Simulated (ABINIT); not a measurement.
Entries from a set of simulations; values are calculated unless marked as measured.

```xyz
3
Lattice="3.841 0.000 0.000 -1.920 3.326 0.000 0.000 0.000 3.916" Properties=species:S:1:pos:R:3 pbc="T T T" subject="How the form of the self-energy moves the gap of YHSe (P-6m2)" method="RPA screening on LDA, plane waves, norm-conserving pseudopotentials (and 3 further levels or steps)" program="ABINIT 10.8.3" settings="cutoff 39 Ha, PseudoDojo scalar-relativistic 0.4.1 standard, norm-conserving, ngkpt (3, 3, 4), nband 51, ecuteps 4.5 Ha, gwcalctyp 1, nfreqim 16, inclvkb 2, shiftk (0, 0, 0), symchi 1, awtr 1, frequency ac, 3×3×4 k-mesh" cost="11 runs, 1.8 min in all on 4 MPI ranks of Intel Xeon Platinum 8375C at 2.90GHz (Ice Lake), shared host" notes="The program’s warnings: nkpt*nsppol () is not a multiple of nproc spkpt (). The cell and positions are those that the Materials Project relaxed with its own functionals (PBE, PBE+U or r2SCAN), kept fixed. Limits: no spin-orbit coupling. The 3×3×4 mesh is coarse for this cell, which bears on the long-range parts of exchange and screening. The norm-conserving file of at least one element keeps a d shell over frozen s and p shells of the same row. Exchange with those shells is missing from the self-energy, an error of 0.3 to 0.9 eV in cases checked, whose sign depends on which edge lies on those atoms." g0w0_godby_needs_plasmon_pole="2.590 eV" g0w0_hybertsen_louie_plasmon_pole="2.515 eV" g0w0_von_der_linden_horsch_plasmon_pole="2.628 eV" g0w0_engel_farid_plasmon_pole="2.585 eV" one_shot_hartree_fock="8.661 eV" g0w0_contour_deformation="2.592 eV" g0w0_analytic_continuation="2.387 eV" known_limits="short of the basis limit; exchange with frozen shells missing; no spin-orbit coupling; coarse k mesh"
Y     0.000    0.000    0.000
H     0.000    2.218    0.000
Se    1.920    1.109    1.958
```

[Long decimals in the printed logs are rounded to 6 places.]

[Logs are printed without paths, hosts, clocks, repeated set-up lines and the standing remarks that a program may print on its own settings, such as how far it seeks lower states.]

[Paths, hosts, dates, memory and timing lines, banners, echoed tables and standing remarks are left out of the program output; an Ansatz launch command may be rebuilt from the run's recorded settings. Measured values are a selection of at most five: reports struck by readers or far from the other reports are left out. None is set beside runs whose start may be inverted or whose files or cutoffs have a known fault.]

[Runs of the session that timed out or met a known fault of the program may be left out.]

[Hosts, paths, dates, database ids (printed as entryN), source tags and the programs' standing remarks are cut or masked in the printed files.]

[G0W0 gaps are taken among the corrected bands and points alone; a level outside them can change the order at an edge.]

[Where Ansatz stands beside ABINIT at settings called matched, ABINIT's density can come from a denser mesh and the files from another edition; pairs whose starting gaps differed by over 0.03 eV were left out, so agreement reads better than it is.]
